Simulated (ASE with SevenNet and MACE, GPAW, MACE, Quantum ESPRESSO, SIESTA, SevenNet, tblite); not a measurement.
**Machine-learned potentials runs on random packing of Nb16Si84 (at. %) (73 atoms)**

How do the settings of machine-learned potentials change the result for random packing of Nb16Si84 (at. %) (73 atoms)? A plane-wave run serves as the yardstick.

Calculated with ASE with SevenNet and MACE; the method is named at each step.

**1. The starting structure**

The cell holds 73 atoms: 12 Nb and 61 Si. Cell: a = 11.283 Å, b = 11.283 Å, c = 11.283 Å, α = 90.0°, β = 90.0°, γ = 90.0°. 73 atoms (12 Nb, 61 Si) packed at random in a cube at 3.27 g/cm³ and pushed apart as soft spheres; a start for melting by ab initio MD, not an equilibrated structure. Then every atom was moved at random, 0.02 Å r.m.s. a Cartesian component.

The yardstick, on the same geometry:

```
method                 : Kohn-Sham DFT, PBE, SSSP efficiency 1.3.0 pseudopotentials, plane waves (Quantum ESPRESSO 7.5); sssp-pbe-1.3.0-efficiency, cutoffs 45/360 Ry, Γ point
r.m.s. force component : 1.296 eV/Å
longest force          : 6.988 eV/Å
pressure               : -3.588 GPa
time                   : 3.3 min on 4 MPI ranks of AMD EPYC 9R14 (Zen 4), shared host
CPU time               : 13 min
```

**2. SevenNet 0 potential**

Method: machine-learned interatomic potential SevenNet 0, trained on PBE(+U) plane-wave data.

Contents of run.py:

```python
import numpy as np
from ase.io import read
import mlip  # loads the published weights by name

atoms = read("structure.xyz")
atoms.calc = mlip.calc("7net-0")
energy = atoms.get_potential_energy()
forces = atoms.get_forces()
print(f"energy {energy:.6f} eV")
print("forces (eV/A)")
for i, (a, f) in enumerate(zip(atoms, forces)):
    print(f"{i:4d} {a.symbol:2s} {f[0]:10.5f} {f[1]:10.5f} {f[2]:10.5f}")
stress = -atoms.get_stress(voigt=False) * 160.21766
print("stress (GPa, compression positive)")
for row in stress:
    print(" ".join(f"{x:10.4f}" for x in row))
```

Contents of structure.xyz:

```xyz
73
Lattice="11.28340 0.00000 0.00000 0.00000 11.28340 0.00000 0.00000 0.00000 11.28340" Properties=species:S:1:pos:R:3 pbc="T T T"
Nb 7.79243 1.39576 4.88853
Nb 7.36129 6.90849 3.87438
Nb 4.68949 11.06981 3.00962
Nb 7.98966 10.27297 3.15732
Nb 9.84589 0.35430 0.78363
Nb 10.30220 10.57886 9.42457
Nb 5.16610 9.67134 9.28804
Nb 1.28428 1.64884 2.98976
Nb 2.20737 10.68685 1.92754
Nb 3.30231 6.34703 2.70339
Nb 6.42285 5.77225 11.01587
Nb 8.91693 6.54742 10.37091
Si 0.19035 8.93374 1.70165
Si 8.45950 10.30411 6.87701
Si 4.51652 3.86626 1.34002
Si 8.04461 6.28057 6.36316
Si 8.83152 1.47993 9.63805
Si 5.54568 7.07808 8.83242
Si 9.67755 5.86895 4.68577
Si 1.44958 6.48807 10.08860
Si 2.52861 8.32895 8.70954
Si 4.46845 3.10598 8.26644
Si 4.34625 3.79551 5.70195
Si 7.28941 8.36213 8.18317
Si 6.81134 5.10766 8.01099
Si 2.87817 1.42351 8.16377
Si 0.06623 1.75942 9.66999
Si 0.24857 2.39389 6.86211
Si 3.80961 7.21709 5.95910
Si 1.10397 5.16678 5.37135
Si 1.07328 0.97962 0.14206
Si 6.48231 0.64417 8.70864
Si 1.21816 8.65234 10.50101
Si 8.88083 2.79670 0.61325
Si 6.35176 10.10271 5.90077
Si 0.18245 9.12500 7.36219
Si 4.79308 11.08752 7.04310
Si 6.16897 2.79693 3.11975
Si 9.36240 2.34571 6.84891
Si 6.38178 2.66898 10.50011
Si 7.84287 4.52385 2.72065
Si 8.72308 7.38374 1.62865
Si 3.99918 2.12410 4.10287
Si 10.52741 11.22777 3.30886
Si 2.53245 3.55359 7.39255
Si 4.10987 8.75298 4.13119
Si 7.60140 1.45330 2.22159
Si 1.06132 0.08214 7.77201
Si 2.43676 10.68188 6.18612
Si 3.24939 0.62172 10.45926
Si 9.33724 8.52168 4.73271
Si 5.90099 8.35931 0.19644
Si 9.62102 2.46339 3.29633
Si 5.65727 1.67333 1.40704
Si 9.97362 8.12100 8.51434
Si 6.76643 11.27753 0.23334
[... 13 atom lines left out ...]
Si 11.26501 4.14733 10.26022
Si 2.01420 8.35536 5.34325
Si 8.27288 9.46350 0.66617
Si 6.03030 8.68404 2.48799
```

Launch:

```bash
> OMP_NUM_THREADS=1 python run.py > output.txt
```

What it wrote:

```text
energy -411.133270 eV
forces (eV/A)
   0 Nb   -0.32661   -0.18951    0.66837
   1 Nb    0.69864   -0.16435    0.30454
   2 Nb    0.75750    0.23384    0.62720
   3 Nb    0.60447   -0.44369    0.61923
   4 Nb   -0.43575   -0.14119   -0.03026
   5 Nb    0.79921    0.00705   -0.30932
   6 Nb    0.13856    0.23068    0.24124
   7 Nb   -0.46929    0.17169   -0.68810
   8 Nb   -0.08008   -0.20727   -0.36622
   9 Nb    0.01256    0.01316   -0.32344
  10 Nb   -0.07815   -0.80183    0.23260
  11 Nb   -0.05588    0.60785    0.17213
  12 Si   -0.45907   -0.35820   -0.09293
  13 Si    0.80913    1.00212    0.83166
  14 Si   -0.12000    1.14166    0.01140
  15 Si    0.83018    1.83168    0.39245
  16 Si   -0.08964   -0.38772    0.13537
  17 Si   -1.58779   -0.93216    0.91652
  18 Si   -1.12452    1.38136    0.43272
  19 Si   -1.25288   -2.32033   -0.92342
  20 Si    1.78993    0.41791   -1.76309
  21 Si    3.62321    0.28343    0.99952
  22 Si    0.26950    1.69589    0.85229
  23 Si    1.76064    0.84776   -0.33583
[...]
65 Si    0.42152    0.21298    0.25852
  66 Si    0.25486    1.20372    0.25681
  67 Si    0.19219   -0.83708   -0.44855
  68 Si   -0.37030    0.02748    0.57735
  69 Si   -0.64910    0.75338    0.05657
  70 Si   -1.57878    1.40726    0.10264
  71 Si    1.02826    0.69539   -1.41719
  72 Si   -1.09192    0.16301    0.96219
stress (GPa, compression positive)
   -3.6514     0.0077    -0.4780
    0.0077    -4.3024     0.1804
   -0.4780     0.1804    -4.9257
```

It took 8.4 s on 1 thread of AMD EPYC 9R14 (Zen 4), shared host; peak memory 0.74 GiB.

Banners and routine set-up lines are dropped from the logs; longer cuts are marked.

Numbers from this run, and their distance from the reference:

- r.m.s. force component: 1.412 eV/Å
- r.m.s. difference of force components: 338.7 meV/Å
- longest difference of force vectors: 1344 meV/Å
- force difference over r.m.s. force: 26.13 %
- slope of forces against the reference's: 1.059
- correlation of force components: 0.9723
- pressure: -4.293 GPa
- pressure difference: -0.7049 GPa

Length of the force difference by element (eV/Å):

```csv
element,atoms,mean,most
Nb,12,0.54,0.94
Si,61,0.53,1.3
```

A closer look about Nb7, picked at random: 9 atoms, nearest first, numbered in the order of the input, with positions taken from that point.

```csv
atom,x,y,z,distance (Å),bonds,Fx,Fy,Fz (eV/Å)
Nb7,0.00,0.00,0.00,0.00,8,0.14,0.23,0.24
Si52,0.73,-1.31,2.19,2.66,4,-0.01,-0.28,-1.71
Si18,0.38,-2.59,-0.46,2.66,5,-1.59,-0.93,0.92
Si32,1.32,2.26,-0.58,2.68,4,0.37,-0.03,0.94
Si37,-0.37,1.42,-2.24,2.68,6,-3.56,-0.86,2.76
Si24,2.12,-1.31,-1.10,2.73,4,1.76,0.85,-0.34
Si21,-2.64,-1.34,-0.58,3.02,3,1.79,0.42,-1.76
Si50,-1.92,2.23,1.17,3.17,5,0.77,-0.74,0.25
Si56,1.60,1.61,2.23,3.18,5,-0.28,-0.78,-1.16
```

Atoms are counted from 1 here, from 0 in the log.

Forces lie 26 % from the reference's, at 0.0082 times its CPU time (on 1 against 4 cores).

**3. MACE MP-0b2 small potential**

Method: machine-learned interatomic potential MACE MP-0b2 small, trained on PBE(+U) plane-wave data.

run.py, as its differences from that of step 2:

```diff
@@ -5,3 +5,3 @@
 atoms = read("structure.xyz")
-atoms.calc = mlip.calc("7net-0")
+atoms.calc = mlip.calc("mace-mp-0b2-small")
 energy = atoms.get_potential_energy()
```

structure.xyz is that of step 2.

What it wrote:

```text
energy -411.680220 eV
forces (eV/A)
   0 Nb   -0.25892   -0.07089    0.92786
   1 Nb    0.59842   -0.48520    0.35814
   2 Nb    0.90845    0.56013    0.34933
   3 Nb    0.58041    0.01958    0.67834
   4 Nb   -0.34744    0.00293    0.07691
   5 Nb    0.69980   -0.31230   -0.19644
   6 Nb    0.10372    1.00474   -0.13127
   7 Nb   -0.61384    1.40290    0.10139
   8 Nb   -1.17291   -1.36119   -1.07391
   9 Nb   -0.62488   -0.37583   -0.50246
  10 Nb   -1.39132   -1.20018   -0.33903
  11 Nb    0.82177    1.10696   -0.61726
  12 Si    0.26113   -0.07117    0.16031
  13 Si    0.58517    0.54080    0.67080
  14 Si    0.15745    1.38958    0.30265
  15 Si    0.65366    1.72158    0.37600
  16 Si   -0.38024   -0.29119   -0.09654
  17 Si   -1.49221   -1.36465    0.75663
  18 Si   -0.94201    1.49317    0.73677
  19 Si   -1.31124   -2.42629   -1.09267
  20 Si    1.39197    0.72123   -1.27740
  21 Si    3.48140   -0.08018    0.93306
  22 Si    0.61962    1.24688    0.59385
  23 Si    1.74159    0.71660   -0.18674
[...]
65 Si    0.02601    0.11865    0.69008
  66 Si    0.16014    1.26472    0.28332
  67 Si    0.13812   -0.77405   -0.52872
  68 Si   -0.47290   -0.22598    0.52579
  69 Si   -0.38752    0.82175    0.02573
  70 Si   -1.55098    1.12735   -0.03137
  71 Si    0.65162    0.26134   -0.95564
  72 Si   -1.13339   -0.13853    0.44867
stress (GPa, compression positive)
   -4.2743    -0.1753    -0.2614
   -0.1753    -4.6168     0.7332
   -0.2614     0.7332    -5.3206
```

Wall time 8.1 s (1 thread); peak memory 0.66 GiB.

Numbers from this run, and their distance from the reference:

```yaml
r_m_s_force_component: 1.318 eV/Å
r_m_s_difference_of_force_components: 360.6 meV/Å
longest_difference_of_force_vectors: 1516 meV/Å
force_difference_over_r_m_s_force: 27.83 %
slope_of_forces_against_the_reference_s: 0.9786
correlation_of_force_components: 0.9621
pressure: -4.737 GPa
pressure_difference: -1.149 GPa
```

Against the first run (26 %), the force difference from the reference is 28 %, at 0.90 times the CPU time.

**4. MACE MP-0b3 medium potential**

Method: machine-learned interatomic potential MACE MP-0b3 medium, trained on PBE(+U) plane-wave data.

run.py, as its differences from that of step 3:

```diff
@@ -5,3 +5,3 @@
 atoms = read("structure.xyz")
-atoms.calc = mlip.calc("mace-mp-0b2-small")
+atoms.calc = mlip.calc("mace-mp-0b3-medium")
 energy = atoms.get_potential_energy()
```

structure.xyz is that of step 3.

What it wrote:

```text
energy -412.752128 eV
forces (eV/A)
   0 Nb    0.14676   -0.38757    0.53627
   1 Nb    0.49953   -0.24543    0.02623
   2 Nb    0.57863    0.60154    0.18446
   3 Nb    0.78334   -0.09831    0.51851
   4 Nb   -0.46670    0.09192    0.27329
   5 Nb    0.60128   -0.20249   -0.31532
   6 Nb   -0.41287    0.53970   -0.15633
   7 Nb   -0.37176    0.30303   -0.80950
   8 Nb   -0.59483    0.00653   -1.28393
   9 Nb   -0.51879   -0.81817   -0.16905
  10 Nb   -0.86774   -0.54934   -0.27272
  11 Nb    0.29284    0.15123   -0.19854
  12 Si    0.12132    0.22829    0.07502
  13 Si    0.70385    0.64316    0.94411
  14 Si    0.03620    1.60255   -0.05918
  15 Si    0.37964    1.56169    0.30656
  16 Si   -0.42461   -0.48315   -0.15161
  17 Si   -1.01183   -1.26024    0.97132
  18 Si   -1.03518    1.29458    0.39863
  19 Si   -0.97477   -1.67376   -0.66848
  20 Si    1.38571    0.74267   -1.27856
  21 Si    3.50876    0.04632    0.74700
  22 Si    0.23731    1.18273    0.76881
  23 Si    1.65395    0.61566    0.03148
[...]
65 Si    0.00308    0.15238    0.50410
  66 Si    0.08116    1.36900   -0.00063
  67 Si    0.19728   -0.71669   -0.68544
  68 Si   -0.51546   -0.20148    0.14881
  69 Si   -0.70369    0.64000    0.09827
  70 Si   -1.07303    1.04840   -0.08763
  71 Si    0.90584    0.44146   -1.05413
  72 Si   -0.73604    0.42222    0.72317
stress (GPa, compression positive)
   -4.7591    -0.1578    -0.4710
   -0.1578    -5.7388     0.4570
   -0.4710     0.4570    -6.5349
```

The job ended after 6.7 s (1 thread; peak memory 0.91 GiB).

Against the reference:

* r.m.s. force component: 1.239 eV/Å
* r.m.s. difference of force components: 337.2 meV/Å
* longest difference of force vectors: 1249 meV/Å
* force difference over r.m.s. force: 26.02 %
* slope of forces against the reference's: 0.9233
* correlation of force components: 0.9656
* pressure: -5.678 GPa
* pressure difference: -2.089 GPa

Against the first run (26 %), the force difference from the reference is 26 %, at 1.0 times the CPU time.

**5. The ladder**

Differences are against the plane-wave reference, forces as r.m.s. over components; share is that over the reference's r.m.s. force, slope the least-squares factor from reference forces to these. Total energies of different programs have different zeros and aren't compared.

```csv
run,"Δ force, r.m.s. (meV/Å)",share (%),slope,Δ pressure (GPa),cores,CPU time,memory (GiB)
reference,-,-,-,-,4,13 min,4.1
SevenNet 0 potential,339,26.1,1.059,-0.705,1,6.4 s,0.74
MACE MP-0b2 small potential,361,27.8,0.979,-1.15,1,5.8 s,0.66
MACE MP-0b3 medium potential,337,26.0,0.923,-2.09,1,6.7 s,0.91
```

Times of the machine-learned potentials are mostly Python's start and the loading of weights.

CPU time is summed over cores on a shared host, where runs went side by side, so it is rough. Symmetry, cutoffs, thresholds, outputs and thread counts weren't matched or tuned between programs; memory under MPI is the largest rank's times the ranks.

A second geometry, displaced anew (every atom was moved at random, 0.06 Å r.m.s. a Cartesian component (hydrogen 0.6 of that)), gives an energy difference that all programs can be tested on. The reference puts it at 12.22 meV/atom.

```csv
run,energy less the first geometry's (meV/atom),error (meV/atom),force share at the second geometry (%)
SevenNet 0 potential,20.42,8.19,26.3
MACE MP-0b2 small potential,14.97,2.75,27.1
MACE MP-0b3 medium potential,18.08,5.86,24.3
```

**6. What came out**

| Item | Value |
| --- | --- |
| nearest in forces | a tie at 26 % of 2 runs: SevenNet 0 potential; MACE MP-0b3 medium potential |

Machine-learned potentials differ by 26 % (MACE MP-0b3 medium potential) to 28 % (MACE MP-0b2 small potential); they were trained on other programs' data. The energy difference between the two geometries, 12.2 meV/atom in the reference, is met best by MACE MP-0b2 small potential (+2.75) and worst by SevenNet 0 potential (+8.19). The reference's pressure holds the uncorrected Pulay stress of its 45 Ry basis, so small pressure differences, and their order, may be the reference's own error. Machine-learned potentials mimic data converged in k, so the reference's own k-point error enters their differences. The reference's pressure of -3.6 GPa belongs to unrelaxed atoms and would change as they relax. The electronic-structure runs sample only Γ, in a cell whose shortest periodic width is 11 Å, which is coarse for a cell with partly filled levels.

[Long decimals in the printed logs are rounded to 6 places.]

[Also dropped from logs without a mark: lines with file paths, logging warnings of Python, QE's lines on negative density and diagonalisation, SIESTA's first energy breakdown, zero terms and Voronoi charges.]

[Logs are printed without paths, hosts, clocks, repeated set-up lines and the standing remarks that a program may print on its own settings, such as how far it seeks lower states.]

[Hosts, paths, dates, database ids (printed as entryN), source tags and the programs' standing remarks are cut or masked in the printed files.]

[Most failed runs of this program on this cell are left out, timed-out ones always.]
